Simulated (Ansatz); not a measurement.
# HgH2 (model cell, started as CdI2 type): phonons and vibrational spectra, part 2 of 2

Aim: the phonons of HgH2 (model cell, started as CdI2 type) at a cell relaxed beforehand at this level. After the zone centre comes a 3×3×2 q mesh on a 12×12×8 k mesh.

Ansatz 0.2.0; DFT PBE, scalar-relativistic, plane waves, PAW.

So far. Step 2 (Linear response at the zone centre): Before it was imposed, the acoustic sum rule was missed by 3.5e-5 eV/Å². Small misses are needed for a sound result but don't prove that mesh and cutoff are converged. The lowest optical mode is imaginary, 634.3i cm⁻¹, so the energy falls along it.

The structure was built from a prototype and need not be the compound's stable phase.

## Step 3: The dispersion

Stability and thermal properties need the whole zone. Linear response on a 3×3×2 q mesh gives force constants as far as a supercell of that size would.

input.yaml

```yaml
crystal:
  lattice:
    - [3.2683265306, 0.0, 0.0]
    - [-1.6341632653, 2.8304538034, 0.0]
    - [0.0, 0.0, 5.405765406]
  atoms:
    - { symbol: Hg, position: [0.0, 0.0, 0.0] }
    - { symbol: H, position: [0.3333333333, 0.6666666667, 0.1736023146] }
    - { symbol: H, position: [0.6666666667, 0.3333333333, 0.8263976854] }
kpoints:
  mp_grid: { grid: [12, 12, 8] }
hamiltonian:
  xc: pbe
scf:
  occupations: { method: methfessel_paxton, width: 0.15 }
output:
  eigenvalues: true
phonons:
  method: dfpt
  qmesh: [3, 3, 2]
  temperatures: { t_max: 1000, t_step: 50 }
  qpath:
    path:
      - [[0.0, 0.0, 0.0], [0.5, 0.0, 0.0], [0.33333333, 0.33333333, 0.0], [0.0, 0.0, 0.0], [0.0, 0.0, 0.5], [0.5, 0.0, 0.5], [0.33333333, 0.33333333, 0.5], [0.0, 0.0, 0.5]]
      - [[0.5, 0.0, 0.5], [0.5, 0.0, 0.0]]
      - [[0.33333333, 0.33333333, 0.5], [0.33333333, 0.33333333, 0.0]]
    npoints: 10
```

Command:

```
$ ansatz run input.yaml --threads 4 --pin off --max-ram 7168MiB --backend cpu --events-out ev --progress --plain --runs-dir out
```

Numbers of over 12 decimals in the logs are rounded to 6 here.

The log of the run:

```text
Warning: phonons: the dynamical matrix that this run interpolates holds no multipole term above the dipole-dipole one, and a site of this crystal is no centre of inversion, so its interpolated transverse optical and acoustic branches and sound speeds can stay off near Gamma, and the density of states and the thermodynamics with them. What a run solves at a wave vector of phonons.qpoints, Gamma apart, where the deck admits one, is free of this, and under fd what a larger phonons.supercell samples
[...]
Crystal: 3 atoms, lattice volume = 50.008 Å³
Basis set: ecut = 420 eV, 991 PW (Γ), exchange–correlation on 48×48×80 points (8 copies of the dense FFT grid, shifted against one another)
Bands: 15, of which v1, the nominal top of the filled ones, is band 11 counted from 1 (10 counted from 0)
Symmetry: 12 space group operations
k-points: 131 of 1152
[...]
SCF iter   1: F=—  HF=-13843.138120 eV  |F-HF|=—  |Δ(HF+E_count)|=         —  Δρ=4.02e-3  dr2=5.81e-3  ethr=1.77e-3  ⟨swp⟩=5.3  Hψ=9560  notcnv=0
[...]
SCF iter   8: F=-13843.137265 eV  HF=-13843.137265 eV  |F-HF|=1.09e-11  |Δ(HF+E_count)|=  9.09e-12  S|Δr|=    0.00e0  Δρ=5.57e-8  dr2=1.57e-12  ethr=1.00e-12  ⟨swp⟩=5.8  Hψ=8235  notcnv=0
SCF 1 converged in 8 iterations: F = -13843.137265 eV  dr2 = 1.57e-12
[...]
iter 1 solved again at ethr=3.50e-8 eV; its pass at ethr=3.10e-3 eV (dr2=7.70e-6 eV) is discarded
SCF iter   1: F=—  HF=-13843.137262 eV  |F-HF|=—  |Δ(HF+E_count)|=         —  Δρ=3.14e-7  dr2=8.89e-11  ethr=3.50e-8  ⟨swp⟩=3.9  Hψ=15085  notcnv=0
eigensolver tolerance schedule: the retry pair's looser diagonalisation over-reported the residual by 86591.57 of it (diagonalisation noise at 43.71 of the residual, at the tolerance the schedule requests for it); recorded, not acted on — ethr = c·dr2/N_el stays at c = 1.0e-1
[...]
SCF iter   2: F=—  HF=-13843.137265 eV  |F-HF|=—  |Δ(HF+E_count)|=   2.05e-6  S|Δr|=    0.00e0  Δρ=3.82e-7  dr2=1.16e-10  ethr=1.00e-12  ⟨swp⟩=3.6  Hψ=4993  notcnv=0
[...]
SCF iter   4: F=-13843.137265 eV  HF=-13843.137265 eV  |F-HF|=1.82e-12  |Δ(HF+E_count)|=  7.28e-12  S|Δr|=    0.00e0  Δρ=1.11e-7  dr2=9.76e-12  ethr=1.00e-12  ⟨swp⟩=1.2  Hψ=4763  notcnv=0
SCF 2 converged in 4 iterations: F = -13843.137265 eV  dr2 = 9.76e-12
phonons: the bands overlap, so this run is a metal and interpolates without the dipole-dipole term. If the crystal is really an insulator or semiconductor, its LO-TO splitting is missing
NSCF: frozen V_eff on 131 k-points
WARN: eigensolver did not converge (k=5): 1 band(s) unlocked after 20 sweeps at ethr=1.41e-12 eV (storage-precision floor; scheduled 1.00e-12 eV) (lowest unlocked band 14, counted from 0; max residual 3.54e-6 eV among the unlocked bands, 3.54e-6 eV over every band; other slots of this pass that fall short are told together in one closing line; warning suppressed until the next SCF loop or pass starts)
WARN: eigensolver did not converge in 4 slots of this pass, the one above among them; of largest residual over every band (k=12): 1 band(s) unlocked (lowest unlocked band 14, counted from 0; max residual 1.16e-5 eV among the unlocked bands, 1.16e-5 eV over every band); of lowest unlocked band (k=5): band 14
[...]
DFPT response loops at q = (0, 0, 0) (fractional): preconditioner auto → none (partly filled bands, converged f_vac=0.305); β = 0.50; Broyden in place of MSR1
[...]
WARN: phonons: 18 modes above zero would be rigid motions if what is in doubt were free, and are counted in the zero-point energy, free energy, entropy and heat capacity. With what each adds to F at 1000 K, by the weight of its row in the mesh: 0.37 cm⁻¹ (-0.000 eV; rigid weight 1.000, of which rotation 0.000), 0.37 cm⁻¹ (-0.000 eV; rigid weight 1.000, of which rotation 0.000), 0.65 cm⁻¹ (-0.000 eV; rigid weight 1.000, of which rotation 0.000), 0.65 cm⁻¹ (-0.000 eV; rigid weight 1.000, of which rotation 0.000), 0.76 cm⁻¹ (-0.000 eV; rigid weight 1.000, of which rotation 0.000), 0.76 cm⁻¹ (-0.000 eV; [rest of the remark cut]
SCF converged after 8 iterations
[...]
Free energy (F): -13843.137265 eV
[...]
Internal energy: -13843.136807 eV  (E = F + TS)
E sigma→0 (E₀):  -13843.137150 eV
Entropy (-TS):   -0.000457 eV (-0.152 meV/atom)
Fermi energy:    4.971414 eV
[...]
--- Band table (eV; the first three rows and the last of 131) ---
  k-point 0: bands = [... 7 lower, -1.3246, -1.1053, -1.1053, 1.9928, 9.3076, 12.9025, 13.8901, 18.1076]
  k-point 1: bands = [... 7 lower, -1.3103, -1.1055, -1.1055, 1.9168, 9.4662, 12.8700, 13.9875, 18.1321]
  k-point 2: bands = [... 7 lower, -1.2737, -1.1059, -1.1059, 1.7376, 9.8589, 12.7790, 14.3043, 18.1926]
  k-point 130: bands = [... 7 lower, -1.5604, -1.1350, 3.7531, 3.7531, 4.1485, 10.1537, 10.8004, 10.8004]
--- Phonons (Γ-DFPT): 4 representative perturbations + reference (Σ response iterations 14) ---
  ASR residual: 3.384e-5 → 0.000e0 eV/Å²; symmetrization residual: 4.401e-7 eV/Å²
  ASR residual per site (eV/Å²): 3.38e-5 2.33e-6 2.33e-6
  Γ frequencies (cm⁻¹): -634.26 -634.26 -329.01 -329.01 0.00 0.00 0.00 683.88 898.81
--- Phonons (arbitrary-q DFPT): 6 irreducible q on the 3×3×2 mesh ---
  q = [0.0000, 0.0000, 0.0000] (star 1, of the zone-centre solve; hermiticity 2.56e-7, symmetrization 2.67e-13): -634.26 -634.26 -329.01 -329.01 -0.00 0.00 0.00 683.88 898.81
  q = [0.0000, 0.0000, -0.5000] (star 1, 4 solved perturbations in 902 linear systems a pass and spin channel, the states on 320 of 1152 k-point pairs; hermiticity 1.07e-7, symmetrization 2.79e-12): -646.45 -646.45 -330.05 -330.05 0.72 0.72 7.45 709.39 885.74
  q = [0.0000, 0.3333, 0.0000] (star 6, 6 solved perturbations on 624 of 1152 k-point pairs; hermiticity 1.89e-7, symmetrization 7.18e-13): -841.47 -40.49 35.95 87.40 302.30 401.32 684.49 753.34 859.19
[...]
sum rule: each row above includes the acoustic sum rule's correction from the zone centre's row sums; it moved no ω² by more than (0.79 cm⁻¹)²
  mesh force constants: q→R imaginary residual 1.52e-16; ASR residual 3.384e-5 → 0.000e0 eV/Å²; symmetrization residual 8.882e-16 eV/Å²
  interpolated dispersion: 93 rows × 9 modes
  density of states and harmonic sums: on the 24×24×12 q-mesh, interpolated from the force constants of a 3×3×2 supercell (no non-analytic term)
  largest difference from the sums on the solved wave vectors: F 7.88e-2 eV, S 9.44e-5 and C_V 3.49e-5 eV/K
  zero-point energy: 0.178587 eV/cell   skipped modes (ω ≤ 0): 1648, of them read as no rigid motion or as one in doubt: 1645 (2.429e0 modes/cell left out, lowest -906.94 cm⁻¹)   rigid motions above zero, counted: 18   left out of the sums: 2.70e-1 of the cell's modes: C_V's classical limit lies that fraction below 3 k_B per atom; for a crystal, a wire or a layer, F and S can be off by more, and a phonons.interpolated_qmesh denser along its periods is the remedy for the sampling
```

It took 2.3 min on 4 threads of Intel Xeon Platinum 8488C (Sapphire Rapids), shared host; peak memory 1.3 GiB.

This step gave:

```yaml
sum_rule_residual_before_enforcement: 3.38e-5 eV/Å²
lowest_frequency_on_the_path: -906.9 cm⁻¹
highest_frequency_on_the_path_or_at_a_solved_wavevector: 903.5 cm⁻¹
lowest_mode_on_the_q_mesh_acoustic_modes_at_gamma_apart: -841.5 cm⁻¹
```

Frequencies (cm⁻¹) solved at each irreducible wavevector; negative means imaginary. Frequencies by wavevector, by row:

```
q in reciprocal lattice units  star  mode 1  mode 2  mode 3  mode 4  mode 5  mode 6  mode 7  mode 8  mode 9
                        0 0 0     1  -634.3  -634.3    -329    -329       0       0       0   683.9   898.8
                     0 0 -0.5     1  -646.5  -646.5  -330.1  -330.1     0.7     0.7     7.5   709.4   885.7
                   0 0.3333 0     6  -841.5   -40.5      36    87.4   302.3   401.3   684.5   753.3   859.2
                0 0.3333 -0.5     6  -839.4   -38.8      36      87   301.8   400.2   685.4   757.1     857
              0.3333 0.3333 0     2  -390.6  -390.6   -55.5   103.7   103.7   548.6   627.7     844     844
           0.3333 0.3333 -0.5     2  -403.1  -403.1   -55.7   102.2   102.2   546.9   627.4   844.4   844.4
```

Interpolated from a 3×3×2 q mesh. Phonon branches along the path, in cm⁻¹:

```
    point  branch 1  branch 2  branch 3  branch 4  branch 5  branch 6  branch 7  branch 8  branch 9
        Γ      -634      -634      -329      -329         0         0         0       684       899
  halfway      -773      -354        19        30        74       379       523       723       866
        M      -907       -41        38        97       320       599       742       814       902
  halfway      -739       -48       -47        93       218       571       671       830       881
        K      -391      -391       -56       104       104       549       628       844       844
  halfway      -594      -556        23        41        79       394       565       768       859
        Γ      -634      -634      -329      -329         0         0         0       684       899
  halfway      -640      -640      -330      -330         1         1         5       696       893
        A      -646      -646      -330      -330         1         1         8       709       886
  halfway      -772      -356        20        30        74       379       521       733       860
        L      -905       -41        39        97       317       592       744       816       904
  halfway      -740       -54       -48        93       205       565       672       832       882
        H      -403      -403       -56       102       102       547       627       844       844
  halfway      -594      -555        25        41        78       394       566       773       854
        A      -646      -646      -330      -330         1         1         8       709       886
jump to L      -905       -41        39        97       317       592       744       816       904
  halfway      -906       -41        39        97       318       595       743       815       903
        M      -907       -41        38        97       320       599       742       814       902
jump to H      -403      -403       -56       102       102       547       627       844       844
  halfway      -397      -397       -56       103       103       548       628       844       844
        K      -391      -391       -56       104       104       549       628       844       844
```

The phonon branches as a text plot (rows in cm⁻¹):

```
    866 |********************************************************
    790 |     *****      **             ****       **    ****
    715 |****** ***        ************** ***        ********
    639 |    *     *******             *     *******         ****
    564 |       *******   *               *******   *    ********
    489 |      *       **  *          *  *       **
    413 |   ***          **           ***          **
    338 |   * ****         *            ****         *   ****
    262 |  *      *                  *      *
    187 |  *       *        *        *               *
    111 |    **************            ************** *  ********
     36 |**********     *********************     ***********
    -39 |  * ************   **       * ************  **  ********
   -115 | *        *                *        *
   -190 | *                 *       *                 *
   -266 |*          *        *     *          *        *
   -341 |             **      ******  *         **      *
   -417 |            *  *                      *  *          ****
   -492 |   *       * ** *                    * ** *
   -567 |  *            ****         *            ***
   -643 |**        *       **********        *       ****
   -718 |  **                        *
   -794 |    *                        **    *
   -869 |     *****                     ****             ****
         Γ      M    K        Γ   A       L    H       A|L M|H  K
```

The phonon density of states has structure finer than the step of the table below, so its rows give means over 50 cm⁻¹, whole bins alone (the curve runs from -910 to 910 cm⁻¹). Peaks (cm⁻¹: height): -650.0: 0.00591, -50.0: 0.0181, 30.0: 0.0369, 90.0: 0.0316, 550.0: 0.00699, 850.0: 0.0215.

Tetrahedra on a 24×24×12 mesh, mean over bins of 20 cm-1. Interpolated from a 3×3×2 q mesh. Table of phonon density of states by wavenumber; means over each step:

wavenumber (cm⁻¹), phonon density of states (1/cm⁻¹/cell) and a bar:
```
     -850     0.0025 ##
     -800     0.0026 ###
     -750     0.0028 ###
     -700     0.0033 ####
     -650     0.0049 ######
     -600     0.0032 ####
     -550     0.0022 ##
     -500     0.0016 #
     -450     0.0013 
     -400     0.0011 
     -350     0.0016 #
     -300     0.0019 #
     -250     0.0015 #
     -200     0.0014 
     -150     0.0014 
     -100     0.0018 #
      -50     0.0099 ###############
        0     0.0128 ####################
       50     0.0189 ##############################
      100     0.0161 #########################
      150     0.0025 ##
      200     0.0018 #
      250     0.0022 ##
      300     0.0040 #####
      350     0.0033 ####
      400     0.0041 #####
      450     0.0034 ####
      500     0.0039 #####
      550     0.0057 ########
      600     0.0041 #####
      650     0.0061 #########
      700     0.0070 ##########
      750     0.0060 ########
      800     0.0069 ##########
      850     0.0178 ############################
```

The partial phonon density of states has structure finer than the step of the table below, so its rows give means over 50 cm⁻¹, whole bins alone (the curve runs from -915 to 938 cm⁻¹). Peaks (cm⁻¹: height): H -635.4: 0.00604, 390.4: 0.00546, 553.7: 0.00638, 716.9: 0.00763, 856.7: 0.0214; Hg -40.9: 0.0134, 29.1: 0.0261, 87.4: 0.0238.

Phonopy on the run's constants, 19x19x11 mesh, Gaussian sigma 13.2 cm-1. Interpolated from a 3×3×2 q mesh. The partial phonon density of states by wavenumber; means over each step; values in 1/cm⁻¹/cell:

```
wavenumber (cm⁻¹)        H       Hg
             -850  0.00248        0
             -800  0.00243        0
             -750  0.00303        0
             -700  0.00300        0
             -650  0.00504   2.2e-6
             -600  0.00283   1.2e-7
             -550  0.00262   4.6e-6
             -500  0.00115   5.6e-6
             -450  0.00184   9.7e-6
             -400  0.00100   8.1e-6
             -350  0.00121   2.9e-5
             -300  0.00202   6.4e-5
             -250  0.00119   7.3e-5
             -200  0.00173   1.4e-4
             -150   8.2e-4   2.9e-4
             -100   5.7e-4   9.4e-4
              -50   3.7e-4  0.00942
                0   1.1e-4   0.0119
               50   3.8e-4   0.0201
              100   6.7e-4   0.0156
              150   5.5e-4   9.2e-4
              200  0.00101   9.8e-5
              250  0.00309   9.7e-5
              300  0.00361   4.2e-5
              350  0.00333   1.6e-5
              400  0.00459   1.6e-5
              450  0.00303   1.6e-5
              500  0.00402   2.5e-5
              550  0.00545   3.9e-5
              600  0.00412   1.4e-5
              650  0.00619   2.1e-6
              700  0.00684   2.4e-5
              750  0.00612   1.2e-5
              800  0.00691   1.1e-5
              850   0.0175   3.9e-5
              900  0.00756   1.5e-5
```

Symmetry leaves 6 wavevectors to solve. The lowest mode among them, the acoustic zeros apart, lies at q = (0, 0.333, 0) and is imaginary, 841.5i cm⁻¹, so the energy falls along it. Between them the interpolated path dips to 907i cm⁻¹.

## Step 4: Another isotope

An isotope changes the mass and not the force constants, so no new electronic calculation is needed; the shifts show which modes move this element.

The same force constants with the mass of H changed from 1.008 to 2.014 u (phonopy, no LO-TO term). Both lists are sorted by frequency; levels can cross, so a row need not hold one and the same mode. Modes under 3 cm⁻¹ are left out. Isotope shifts, by row:

```
            q  rank  natural mass (cm⁻¹)  changed mass (cm⁻¹)
        0 0 0     1               -634.3               -448.7
        0 0 0     2               -634.3               -448.7
        0 0 0     3                 -329               -233.9
        0 0 0     4                 -329               -233.9
        0 0 0     8                683.9                486.2
        0 0 0     9                898.8                635.9
     0 0 -0.5     1               -646.5               -457.3
     0 0 -0.5     2               -646.5               -457.3
     0 0 -0.5     3               -330.1               -234.6
     0 0 -0.5     4               -330.1               -234.6
     0 0 -0.5     7                 7.45                 7.42
     0 0 -0.5     8                709.4                504.3
     0 0 -0.5     9                885.7                626.6
   0 0.3333 0     1               -841.5               -595.3
   0 0.3333 0     2               -40.49                -40.1
   0 0.3333 0     3                35.95                35.94
   0 0.3333 0     4                 87.4                86.93
   0 0.3333 0     5                302.3                216.1
   0 0.3333 0     6                401.3                284.6
   0 0.3333 0     7                684.5                484.3
   0 0.3333 0     8                753.3                533.3
   0 0.3333 0     9                859.2                608.8
0 0.3333 -0.5     1               -839.4               -593.9
0 0.3333 -0.5     2               -38.75               -38.38
0 0.3333 -0.5     3                36.01                   36
0 0.3333 -0.5     4                   87                86.53
0 0.3333 -0.5     5                301.7                215.7
0 0.3333 -0.5     6                400.2                283.8
0 0.3333 -0.5     7                685.4                484.9
0 0.3333 -0.5     8                757.1                  536
0 0.3333 -0.5     9                  857                607.3
```

A mode of this element alone would shift by -29.26 %. The highest zone-centre frequency without the field goes from 898.8 to 635.9 cm⁻¹ (-29.3 %).

## Step 5: Results

| Property | Result |
| --- | --- |
| space group (within 0.01 Å) | P-3m1 |
| volume per atom | 16.7 Å³ |
| electronic character | no gap on this mesh |
| highest optical mode at the zone centre (no LO-TO term) | 899 cm⁻¹ |
| lowest optical zone-centre mode | -634 cm⁻¹ |
| lowest mode on the q mesh (acoustic modes at Γ apart) | -841 cm⁻¹ |
| highest frequency on the path or at a solved wavevector | 904 cm⁻¹ |
| imaginary modes on the 3×3×2 q mesh | yes |

What this shows: Modes are clearly imaginary (beyond 10i cm⁻¹) at 6 of the 6 irreducible wavevectors, most at q = (0, 0.333, 0) (841.5i cm⁻¹), so this structure is not a minimum of the energy. The optical modes at Γ span -634 to 899 cm⁻¹ (negative means imaginary). The highest mode in this list at Γ, 898.8 cm⁻¹, is mostly motion of H (100 % of the kinetic energy). With no gap, or one that is small against the smearing, the frequencies hang on the k mesh and the smearing, most of all near Kohn anomalies. Spin-orbit coupling is left out, which can matter for the heavy elements here. A phonon run warned that its eigensolver left some bands unconverged in a pass. The starting cell was built on a prototype and not taken from a measurement, so the phase need not exist. These are harmonic frequencies at zero temperature: anharmonic shifts, linewidths and thermal expansion are left out.

[Logs are printed without paths, hosts, clocks, repeated set-up lines and the standing remarks that a program may print on its own settings, such as how far it seeks lower states.]

[Hosts, paths, dates, database ids (printed as entryN), source tags and the programs' standing remarks are cut or masked in the printed files.]
